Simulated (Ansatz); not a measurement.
## TlBiSe3 (model cell, started as cubic perovskite with Bi in the octahedra): a soft mode frozen in

Aim: this structure of TlBiSe3 (model cell, started as cubic perovskite with Bi in the octahedra) is to be tested for unstable modes, and one is followed downhill.

Main program and level: Ansatz 0.2.0; DFT PBEsol, scalar-relativistic, plane waves, PAW; PAW set soft_1.

This is a report of a sequence of runs, with most program output left out.

The structure was built from a prototype and need not be the compound's stable phase.

### Step 1. Starting point

The structure is cubic, space group Pm-3m (No. 221). The conventional cell has a = 5.456 Å, b = 5.456 Å, c = 5.456 Å, α = 90.00°, β = 90.00°, γ = 90.00°. Tl has 12 Se at 3.86 Å nearest. Bi has 6 Se at 2.73 Å nearest. Se has 2 Bi at 2.73 Å nearest. Farther neighbours and most contacts between anions are not listed.

### Step 2. Phonons on a q mesh

The cell comes from relaxations at this level that are not shown. Stability and thermal properties need the whole zone. Linear response on a 2×2×2 q mesh gives force constants as far as a supercell of that size would.

File input.yaml:

```yaml
crystal:
  lattice:
    - [5.4560481392, 0.0, 0.0]
    - [0.0, 5.4560481392, 0.0]
    - [0.0, 0.0, 5.4560481392]
  atoms:
    - { symbol: Tl, position: [0.0, 0.0, 0.0] }
    - { symbol: Bi, position: [0.5, 0.5, 0.5] }
    - { symbol: Se, position: [0.5, 0.5, 0.0] }
    - { symbol: Se, position: [0.5, 0.0, 0.5] }
    - { symbol: Se, position: [0.0, 0.5, 0.5] }
kpoints:
  mp_grid: { grid: [8, 8, 8] }
hamiltonian:
  xc: pbesol
  pseudopotentials: { kind: paw, azcp: { folder: soft_1 }, xc_functional: pbe }
scf:
  occupations: { method: methfessel_paxton, width: 0.2 }
output:
  eigenvalues: true
phonons:
  method: dfpt
  qmesh: [2, 2, 2]
  temperatures: { t_max: 1000, t_step: 50 }
  qpath:
    path:
      - [[0.0, 0.0, 0.0], [0.0, 0.5, 0.0], [0.5, 0.5, 0.0], [0.0, 0.0, 0.0], [0.5, 0.5, 0.5], [0.0, 0.5, 0.0]]
      - [[0.5, 0.5, 0.5], [0.5, 0.5, 0.0]]
    npoints: 10
```

Launch:

```console
ansatz run input.yaml --threads 4 --pin off --max-ram 16384MiB --backend cpu --events-out ev --progress --plain --runs-dir out
```

It took 8.8 min on 4 threads of Arm Neoverse V2, shared host; peak memory 2.4 GiB.

Numbers from this step:

| Item | Value |
| --- | --- |
| volume per atom | 32.48 Å³ |
| gap on the k-mesh | 0 eV |
| sum-rule residual before enforcement | 9.24e-5 eV/Å² |
| lowest frequency on the path | -88.93 cm⁻¹ |
| point group | m-3m |
| highest frequency on the path or at a solved wavevector | 177.9 cm⁻¹ |
| highest optical mode at the zone centre (no LO-TO term) | 149.8 cm⁻¹ |
| lowest optical zone-centre mode | -72.2 cm⁻¹ |
| lowest mode on the q mesh (acoustic modes at Γ apart) | -88.93 cm⁻¹ |

Frequencies (cm⁻¹) solved at each irreducible wavevector; negative means imaginary. Frequencies by wavevector, by row:

```
q in reciprocal lattice units  star  mode 1  mode 2  mode 3  mode 4  mode 13  mode 14  mode 15
                        0 0 0     1   -72.2   -72.2   -72.2     -67    149.8    149.8    149.8
                     0 0 -0.5     3   -85.1   -80.4   -74.8   -74.8    149.2    149.2    173.6
                  0 -0.5 -0.5     3   -88.9   -88.9     -67     -67    149.2    170.2    174.5
               -0.5 -0.5 -0.5     1   -81.7   -81.7   -81.7   -53.9    176.1    177.9    177.9
```

Interpolated from a 2×2×2 q mesh. Phonon branches along the path, in cm⁻¹:

```
    point  branch 1  branch 2  branch 3  branch 4  branch 12  branch 13  branch 14  branch 15
        Γ       -72       -72       -72       -67          0        150        150        150
  halfway       -77       -76       -72       -72         75        150        150        162
        X       -85       -80       -75       -75        107        149        149        174
  halfway       -86       -77       -73       -71        107        149        161        173
        M       -89       -89       -67       -67        106        149        170        174
  halfway       -77       -76       -74       -70         75        149        160        162
        Γ       -72       -72       -72       -67          0        150        150        150
  halfway       -77       -77       -75       -68         75        161        162        162
        R       -82       -82       -82       -54        105        176        178        178
  halfway       -80       -79       -78       -66        106        162        163        174
        X       -85       -80       -75       -75        107        149        149        174
jump to R       -82       -82       -82       -54        105        176        178        178
  halfway       -84       -84       -74       -63        106        164        174        176
        M       -89       -89       -67       -67        106        149        170        174
```

Symmetry leaves 4 wavevectors to solve. The lowest mode among them, the acoustic zeros apart, lies at q = (0, -0.5, -0.5) and is imaginary, 88.9i cm⁻¹, so the energy falls along it.

### Step 3. The mode frozen in, largest atomic shift 0 Å

The mode followed lies at q = (0, -0.5, -0.5) with frequency 88.9i cm⁻¹ and is 2-fold degenerate, the softest among the wavevectors solved. At small amplitude the distorted cell has space group no. 65 by a symmetry search on the positions. The undistorted cell that holds it gives the zero of energy on the same k mesh.

System of this step: TlBiSe3 (model cell, started as cubic perovskite with Bi in the octahedra). Symmetry: Pm-3m, No. 221, cubic system. The conventional cell has a = 5.456 Å, b = 5.456 Å, c = 5.456 Å, α = 90.00°, β = 90.00°, γ = 90.00°. Nearest to Tl lie 12 Se at 3.86 Å. Bi has 6 Se at 2.73 Å nearest. Nearest to Se lie 2 Bi at 2.73 Å. Se has 2 Bi at 2.73 Å nearest. Farther neighbours and most contacts between anions are not listed.

File input.yaml:

```yaml
crystal:
  lattice:
    - [-5.4560481392, 0.0, 0.0]
    - [0.0, -5.4560481392, -5.4560481392]
    - [0.0, -5.4560481392, 5.4560481392]
  atoms:
    - { symbol: Tl, position: [0.0, 0.5, 0.5] }
    - { symbol: Tl, position: [0.0, 0.0, 0.0] }
    - { symbol: Bi, position: [0.5, 0.0, 0.5] }
    - { symbol: Bi, position: [0.5, 0.5, 0.0] }
    - { symbol: Se, position: [0.5, 0.25, 0.25] }
    - { symbol: Se, position: [0.5, 0.75, 0.75] }
    - { symbol: Se, position: [0.5, 0.25, 0.75] }
    - { symbol: Se, position: [0.5, 0.75, 0.25] }
    - { symbol: Se, position: [0.0, 0.0, 0.5] }
    - { symbol: Se, position: [0.0, 0.5, 0.0] }
kpoints:
  mp_grid: { grid: [8, 6, 6] }
hamiltonian:
  xc: pbesol
  pseudopotentials: { kind: paw, azcp: { folder: soft_1 }, xc_functional: pbe }
scf:
  occupations: { method: methfessel_paxton, width: 0.2 }
output:
  forces: true
  stress: true
  eigenvalues: true
```

Run time: 19 s. Hardware: 4 threads; peak memory 1.5 GiB.

Numbers from this step:

- pressure: -0.006389 GPa
- energy from the undistorted cell: 0 meV/atom

The run ends at a pressure of -0.01 GPa.

### Step 4. The mode frozen in, largest atomic shift 0.6 Å

The atoms are moved along the unstable eigenvector, the largest shift by 0.6 Å, with the cell fixed.

input.yaml, the sections that differ from step 3:

```yaml
crystal:
  lattice:
    - [-5.4560481392, 0.0, 0.0]
    - [0.0, -5.4560481392, -5.4560481392]
    - [0.0, -5.4560481392, 5.4560481392]
  atoms:
    - { symbol: Tl, position: [0.0, 0.4959421382, 0.5040578618] }
    - { symbol: Tl, position: [0.0, 0.0040578618, -0.0040578618] }
    - { symbol: Bi, position: [0.5, -0.0070876539, 0.4929123461] }
    - { symbol: Bi, position: [0.5, 0.5070876539, 0.0070876539] }
    - { symbol: Se, position: [0.5, 0.25, 0.25] }
    - { symbol: Se, position: [0.5, 0.75, 0.75] }
    - { symbol: Se, position: [0.5, 0.25, 0.75] }
    - { symbol: Se, position: [0.5, 0.75, 0.25] }
    - { symbol: Se, position: [0.0, 0.0549848521, 0.5549848521] }
    - { symbol: Se, position: [0.0, 0.4450151479, -0.0549848521] }
# kpoints, hamiltonian, scf, output: as in step 3
```

It took 27 s on 4 threads; peak memory 1.7 GiB.

This step gave:

```yaml
pressure: -0.5530 GPa
energy_from_the_undistorted_cell: -53.46 meV/atom
```

The energy, extrapolated to zero smearing, is -53.46 meV/atom against the undistorted cell.

The run ends at a pressure of -0.55 GPa, with forces up to 0.42 eV/Å.

### Step 5. Energy along the mode, all amplitudes (two of the runs are shown above)

An imaginary frequency means negative curvature, so the energy should fall and then rise again as anharmonic terms take over.

Numbers from this step:

```
depth at the lowest point sampled  : 53.46 meV/atom
largest atomic shift at that point : 0.6 Å
```

Table of energy from the parent by largest atomic shift:

```
largest atomic shift (Å)  energy from the parent (meV/atom)
                   0.000                                  0
                   0.040                             -0.415
                   0.080                              -1.64
                   0.140                              -4.90
                   0.220                              -11.4
                   0.320                              -22.1
                   0.450                              -37.9
                   0.600                              -53.5
```

Displacement at unit largest shift by atom:

| atom | x (Å) | y (Å) | z (Å) | size |
| --- | --- | --- | --- | --- |
| Tl1 | 0.00 | 0.00 | 0.07 | 0.07 |
| Tl2 | 0.00 | 0.00 | -0.07 | 0.07 |
| Bi3 | 0.00 | 0.13 | 0.00 | 0.13 |
| Bi4 | 0.00 | -0.13 | 0.00 | 0.13 |
| Se5 | 0.00 | 0.00 | 0.00 | 0.00 |
| Se6 | 0.00 | 0.00 | 0.00 | 0.00 |
| Se7 | 0.00 | 0.00 | 0.00 | 0.00 |
| Se8 | 0.00 | 0.00 | 0.00 | 0.00 |
| Se9 | 0.00 | -1.00 | 0.00 | 1.00 |
| Se10 | 0.00 | 1.00 | 0.00 | 1.00 |

The lowest of the steps tried is the last one, at 0.6 Å, 53.5 meV/atom below the parent; the bottom of the well need not coincide with a step.

### Step 6. Relaxing from the distorted cell

Starting from the lowest point found, all atoms and the cell are let go, so that strain and other modes of the same symmetry can join in.

Changes to input.yaml since step 4:

```diff
@@ -27 +27,6 @@
   eigenvalues: true
+relax:
+  adjacent_minimum: "off"
+  f_tol: 0.002
+  max_steps: 120
+  cell: { stress_tol: 0.03 }
```

Elapsed: 8.6 min, on 4 threads; peak memory 1.8 GiB.

The steps of the relaxation:

| step | energy less that of the first step (eV) | largest force component (eV/Å) | pressure (GPa) | volume (Å³) |
| --- | --- | --- | --- | --- |
| 1 | 0.0000 | 0.4231 | -0.55 | 324.84 |
| 2 | -0.2950 | 0.4035 | -0.49 | 321.13 |
| 3 | -0.5662 | 0.3282 | -0.13 | 314.63 |
| 4 | -0.8883 | 0.2880 | -0.09 | 310.11 |
| 5 | -1.0925 | 0.6647 | 0.27 | 303.66 |
| 6 | -1.2809 | 0.5407 | 0.03 | 300.19 |
| 7 | -1.4253 | 0.1951 | 0.19 | 295.88 |
| 8 | -1.4417 | 0.1079 | 0.01 | 296.32 |
| 9 | -1.4443 | 0.0201 | -0.02 | 296.64 |
| 10 | -1.4444 | 0.0290 | 0.01 | 296.32 |
| 11 | -1.4447 | 0.0024 | 0.00 | 296.37 |
| 12 | -1.4447 | 0.0004 | 0.00 | 296.39 |
| 13* | -1.4518 | 0.0011 | 0.05 | 296.39 |
| 14 | -1.4526 | 0.0034 | 0.02 | 296.16 |
| 15 | -1.4527 | 0.0004 | 0.00 | 296.22 |
| 16* | -1.4527 | 0.0004 | 0.00 | 296.22 |

Relaxation steps marked * repeat the geometry before them on a plane-wave basis chosen anew for their cell, so energy and pressure can jump there.

The run keeps the 8 symmetry operations that it works with, so distortions that break them were not tested.

```csv
cell as run,before,after,change
a (Å),5.456,4.202,-23.0 %
b (Å),7.716,8.437,+9.3 %
c (Å),7.716,8.437,+9.3 %
α (°),90.00,82.02,-8.9 %
volume (Å³/atom),32.48,29.62,-8.8 %
```

The atoms that moved most (Å, as changes of fractional coordinates times the final cell):

```
atom     dx      dy      dz  length
 Se9  0.000  -0.854   0.000   0.854
Se10  0.000   0.854   0.000   0.854
 Bi3  0.000   0.314   0.000   0.314
 Bi4  0.000  -0.314   0.000   0.314
 Tl2  0.000   0.000   0.203   0.203
 Tl1  0.000   0.000  -0.203   0.203
```

This step gave:

| Property | Result |
| --- | --- |
| pressure | -8.40e-4 GPa |
| volume per atom | 29.62 Å³ |

The distorted start has space group Cmmm; the relaxation ends in Cmmm.

### Step 7. The new phase in its own primitive cell

The relaxed structure is symmetrised, reduced to its primitive cell and relaxed tightly, as its phonons need.

input.yaml, the sections that differ from step 6:

```yaml
crystal:
  lattice:
    - [5.536559838, -6.366636108, 0.0]
    - [5.536559838, 6.366636108, 0.0]
    - [0.0, 0.0, 4.2018138872]
  atoms:
    - { symbol: Tl, position: [0.7357562276, 0.7357562276, 0.0] }
    - { symbol: Tl, position: [0.2642437724, 0.2642437724, 0.0] }
    - { symbol: Bi, position: [0.7182818017, 0.2817181983, 0.5] }
    - { symbol: Bi, position: [0.2817181983, 0.7182818017, 0.5] }
    - { symbol: Se, position: [0.5, 0.0, 0.5] }
    - { symbol: Se, position: [0.0, 0.5, 0.5] }
    - { symbol: Se, position: [0.0, 0.0, 0.5] }
    - { symbol: Se, position: [0.5, 0.5, 0.5] }
    - { symbol: Se, position: [0.8720513142, 0.1279486858, 0.0] }
    - { symbol: Se, position: [0.1279486858, 0.8720513142, 0.0] }
kpoints:
  mp_grid: { grid: [4, 4, 8] }
relax:
  adjacent_minimum: "off"
  f_tol: 0.001
  max_steps: 60
  cell: { stress_tol: 0.01 }
# hamiltonian, scf, output: as in step 6
```

It took 1.9 min on 4 threads; peak memory 1.3 GiB.

The steps of the relaxation:

```csv
step,energy less that of the first step (eV),largest force component (eV/Å),pressure (GPa),volume (Å³)
1,0.0000,0.0107,-0.04,296.22
2,-0.0003,0.0088,0.02,295.97
3,-0.0004,0.0020,0.01,296.16
4,-0.0004,0.0010,0.00,296.23
5,-0.0003,0.0115,0.05,295.96
6,-0.0004,0.0008,0.00,296.24
7*,-0.0004,0.0008,0.00,296.24
```

Relaxation steps marked * repeat the geometry before them on a plane-wave basis chosen anew for their cell, so energy and pressure can jump there. Relaxation step 5 was tried and not accepted.

The run keeps the 8 symmetry operations that it works with, so distortions that break them were not tested.

```
conventional cell, symmetrised  before   after  change
                         a (Å)  11.073  11.061  -0.1 %
                         b (Å)  12.733  12.707  -0.2 %
                         c (Å)   4.202   4.216  +0.3 %
              volume (Å³/atom)   29.62   29.62  +0.0 %
```

Numbers from this step:

* pressure: 2.81e-4 GPa

The largest force component left is 0.80 meV/Å and the pressure is 0.000 GPa, within the tolerances set. The cell now holds 29.62 Å³/atom.

### Step 8. Modes of the new phase, k-mesh 4×4×8

A relaxed structure may still be a saddle point, so its zone-centre modes are computed. No field response is asked, since the mesh shows no gap.

input.yaml, the sections that differ from step 7:

```yaml
crystal:
  lattice:
    - [5.5304568713, -6.3533482005, 0.0]
    - [5.5304568713, 6.3533482005, 0.0]
    - [0.0, 0.0, 4.2155183251]
  atoms:
    - { symbol: Tl, position: [0.7359580847, 0.7359580847, 0.0] }
    - { symbol: Tl, position: [0.2640419153, 0.2640419153, 0.0] }
    - { symbol: Bi, position: [0.7186231039, 0.2813768961, 0.5] }
    - { symbol: Bi, position: [0.2813768961, 0.7186231039, 0.5] }
    - { symbol: Se, position: [0.5, 0.0, 0.5] }
    - { symbol: Se, position: [0.0, 0.5, 0.5] }
    - { symbol: Se, position: [0.0, 0.0, 0.5] }
    - { symbol: Se, position: [0.5, 0.5, 0.5] }
    - { symbol: Se, position: [0.8720092649, 0.1279907351, 0.0] }
    - { symbol: Se, position: [0.1279907351, 0.8720092649, 0.0] }
output:
  eigenvalues: true
phonons:
  method: dfpt
# kpoints, hamiltonian, scf: as in step 7
# relax: removed
```

Wall time 14 min (4 threads); peak memory 4.1 GiB.

This step gave:

- sum-rule residual before enforcement: 2.58e-4 eV/Å²
- point group: mmm
- highest optical mode at the zone centre (no LO-TO term): 181.4 cm⁻¹
- lowest optical zone-centre mode: -76.2 cm⁻¹

Patterns of degenerate modes are one choice out of their space. The modes at Γ (shares of kinetic energy by element, %) (negative means imaginary):

```
mode  frequency (cm⁻¹)  symmetry  Tl %  Bi %  Se %
   1             -76.2       B3u     1    43    56
   2             -64.6       B3u     0     1    99
   3             -54.1       B1g    13     3    84
   4             -41.4       B1u    11     2    87
   5             -38.0       B2u    37     0    63
   6             -34.2        Au     0     0   100
   7             -18.3       B3u     2    18    80
   8              -8.7       B1u    33    33    34
   9               0.0  acoustic    31    32    36
  10               0.0  acoustic    31    32    36
  11               0.0  acoustic    31    32    36
  12              17.5       B2g   100     0     0
  13              17.6       B1g    84     6    10
  14              32.3       B2u    30    35    35
  15              39.8       B3g     0    85    15
  16              45.2       B1u    24     1    76
  17              46.4        Ag    93     6     1
  18              50.7       B3u    63     5    32
  19              77.2       B3u     0     0   100
  20              84.9       B2u     1    11    88
  21              92.2       B3u     3     0    97
  22             100.3       B1u     0    26    74
  23             101.7       B1g     3    91     6
  24             102.0        Ag     7    87     6
  25             112.5       B2u     0     0   100
  26             124.9       B3g     0    15    85
  27             131.4       B1u     0     7    93
  28             140.9       B2u     0    22    78
  29             154.6        Ag     0     7    93
  30             181.4       B2u     0     0   100
```

Displacements in mode 1 (-76.2 cm⁻¹), the largest set to 1:
```
Tl1 -0.13  0.00  0.00
Tl2 -0.13  0.00  0.00
Bi3  0.89  0.00  0.00
Bi4  0.89  0.00  0.00
Se5 -0.80 -1.00  0.00
Se6 -0.80  1.00  0.00
Se7  0.11  0.00  0.00
Se8 -0.88  0.00  0.00
Se9 -0.83  0.00  0.00
Se10-0.83  0.00  0.00
```

Displacements in mode 22 (100.3 cm⁻¹), the largest set to 1:
```
Tl1  0.00  0.00 -0.01
Tl2  0.00  0.00 -0.01
Bi3  0.00  0.00 -0.29
Bi4  0.00  0.00 -0.29
Se5  0.00  0.00 -0.06
Se6  0.00  0.00 -0.06
Se7  0.00  0.00  1.00
Se8  0.00  0.00 -0.01
Se9  0.00  0.00  0.34
Se10 0.00  0.00  0.34
```

Before it was imposed, the acoustic sum rule was missed by 2.6e-4 eV/Å². Small misses are needed for a sound result but don't prove that mesh and cutoff are converged. The lowest optical mode is imaginary, 76.2i cm⁻¹, so the energy falls along it.

### Step 9. Summary of results

```
unstable mode of the parent                                                      : q = (0, -0.5, -0.5), 89i cm⁻¹
depth at the lowest point sampled                                                : 53.5 meV/atom
largest atomic shift at that point                                               : 0.6 Å
space group reached (within 0.01 Å)                                              : Cmmm
energy gained over the parent (first relaxation, on the mesh of the frozen mode) : 199 meV/atom
volume per atom, phase reached                                                   : 29.6 Å³
lowest optical zone-centre mode, phase reached                                   : -76.2 cm⁻¹
highest optical mode at the zone centre (no LO-TO term), phase reached           : 181 cm⁻¹
```

In words: Along this mode the structure falls into Cmmm, 199 meV/atom below the parent. At the parent's cell the well is 53.46 meV/atom deep on the steps tried, with its lowest point at a shift of 0.6 Å. That is the last step tried, so the steps alone don't bracket the bottom of the well. Relaxing atoms and cell changes the gain by +145.29 meV/atom against the lowest step (energies at zero smearing). Most of the total comes from this relaxation. The new phase still has an imaginary mode at the zone centre of its cell, so it is a saddle point on the way to a lower structure. Of the 4 patterns followed to their end from this parent, this one ends 53.0 meV/atom above the lowest, Pmma. Another end point lies within 1 meV/atom; how such a difference moves with mesh and cutoff was not tested. Each path keeps the symmetry of its pattern, so a lower phase may lie along a pattern not tried. With no gap, or one that is small against the smearing, the frequencies hang on the k mesh and the smearing, most of all near Kohn anomalies. A semilocal functional can close a gap that the real compound would have, so the metallic treatment may be an artefact of the level. Spin-orbit coupling is left out, which can matter for the heavy elements here. The PAW files were made for PBE and serve the other functionals too. A phonon run warned that its eigensolver left some bands unconverged in a pass. The starting cell was built on a prototype and not taken from a measurement, so the phase need not exist.

[Logs are printed without paths, hosts, clocks, repeated set-up lines and the standing remarks that a program may print on its own settings, such as how far it seeks lower states.]

[Hosts, paths, dates, database ids (printed as entryN), source tags and the programs' standing remarks are cut or masked in the printed files.]
